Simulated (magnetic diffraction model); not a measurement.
# Solving a magnetic structure from powder neutron data: Ce2CuTe4

Space group I-42d (no. 122), a = 8.7230 Å, c = 9.2640 Å.

| site | atom | x | y | z |
| --- | --- | --- | --- | --- |
| 8d | Ce | 0.3639 | 1/4 | 5/8 |
| 16e | Te | 0.1884 | 0.9234 | 0.1884 |
| 4b | Cu | 1/2 | 0 | 1/4 |

The compound is invented for this exercise: a known structure type with other elements, its cell scaled to their sizes and not relaxed.

Only Ce is taken to order (form factors of Ce3+); orders and moment sizes are assumed, and not adapted to the symmetry. Radiation: neutrons of λ = 1.909 Å, 2° to 40°; isotropic B of 0.24 Å² (Ce), 0.23 Å² (Te) and 0.24 Å² (Cu). The intensities are simulated: I ∝ L Σ (|F_N|² + |F_M⊥|²) for unpolarised neutrons, with F_M = 2.695 fm/μB × Σ f(s) S exp(2πi Q·r) exp(−B s²) at Q = H ± k (one set where k and −k are equivalent), only the part normal to Q counting and L = 1/(sin²θ cos θ). For a modulated order the moment at position r is S exp(−2πi k·r) + c.c., with S = m/2 for a sine wave of amplitude m and S = m(u + iv)/2 for moments turning in a plane, u and v being orthogonal unit vectors in it; the phase factor of the sum at Q = H + k is then exp(2πi H·r). Form factors are spin-only for 3d ions and dipole or tabulated for f ions, scattering lengths are Sears's of 1992, and absorption is left out. A label names one of the reflections at its angle. The strongest nuclear line in the range is 100, and lines under 0.2 are left out.

Above the ordering temperature:

```
2θ (°)    index      I
 17.29  (1 0 1)    5.8
 29.87  (1 1 2)    1.9
 30.79  (2 1 1)   12.6
 34.99  (2 0 2)   11.8
 38.28  (1 0 3)  100.0
```

Below it (cell unchanged):

```
2θ (°)      I
  3.94   34.0
 14.85    6.0
 17.29    5.8
 18.24    3.2
 19.78    1.3
 20.23    4.0
 25.60    1.5
 26.73    2.1
 27.82    0.6
 29.45    2.4
 29.87    1.9
 30.79   12.6
 32.30    1.2
 32.59    2.2
 33.23    1.4
 34.40    1.5
 34.99   11.8
 36.29    0.7
 37.94    1.0
 38.28  100.0
 39.19    0.6
```

**Question.** Find the propagation vector, then choose among these models:
A. moments turning in the plane of [010] and [001], 1.3 μB on Ce; signs + at (0.3639, 1/4, 5/8), + at (3/4, 0.1361, 7/8), − at (0.1361, 1/4, 1/8), + at (3/4, 0.3639, 3/8)
B. a sine wave with moments along [100] (amplitudes given), 1.3 μB on Ce; signs + at (0.3639, 1/4, 5/8), + at (3/4, 0.1361, 7/8), − at (0.1361, 1/4, 1/8), + at (3/4, 0.3639, 3/8)
C. moments turning in the plane of [100] and [010], 1.3 μB on Ce; signs + at (0.3639, 1/4, 5/8), + at (3/4, 0.1361, 7/8), − at (0.1361, 1/4, 1/8), + at (3/4, 0.3639, 3/8)
D. a sine wave with moments along [001] (amplitudes given), 1.3 μB on Ce; signs + at (0.3639, 1/4, 5/8), + at (3/4, 0.1361, 7/8), − at (0.1361, 1/4, 1/8), + at (3/4, 0.3639, 3/8)

The new lines index as (0 0 1/3) at 3.94°, (1 0 2/3) at 14.85°, (1 1 1/3) at 18.24° and (0 0 5/3) at 19.78°, that is as H ± k with k = (0 0 1/3). Satellites come in pairs about each point of the reciprocal lattice.

Magnetic intensity, observed (below minus above) and for each model:

| 2θ (°) | index | observed | A | B | C | D |
| --- | --- | --- | --- | --- | --- | --- |
| 3.94 | (0 0 1/3) | 34.0 | 17.0 | 17.0 | 34.0 | <0.2 |
| 14.85 | (1 0 2/3) | 6.0 | 5.6 | 3.7 | 6.0 | 3.4 |
| 18.24 | (1 1 1/3) | 3.2 | 4.5 | 1.6 | 3.2 | 2.9 |
| 20.23 | (1 0 4/3) | 4.0 | 2.7 | 2.2 | 4.0 | 1.0 |
| 25.60 | (2 0 1/3) | 1.5 | 3.0 | <0.2 | 1.5 | 1.5 |
| 26.73 | (1 1 5/3) | 2.1 | 1.7 | 1.1 | 2.1 | 0.6 |
| 29.45 | (2 1 2/3) | 2.4 | 2.9 | 1.5 | 2.4 | 2.1 |
| 34.40 | (1 0 8/3) | 1.5 | 0.8 | 0.8 | 1.5 | <0.2 |

Model C matches.

The structure used: k = (0 0 1/3), moments turning in the plane of [100] and [010], 1.3 μB on Ce; signs + at (0.3639, 1/4, 5/8), + at (3/4, 0.1361, 7/8), − at (0.1361, 1/4, 1/8), + at (3/4, 0.3639, 3/8).

[Logs are printed without paths, hosts, clocks, repeated set-up lines and the standing remarks that a program may print on its own settings, such as how far it seeks lower states.]
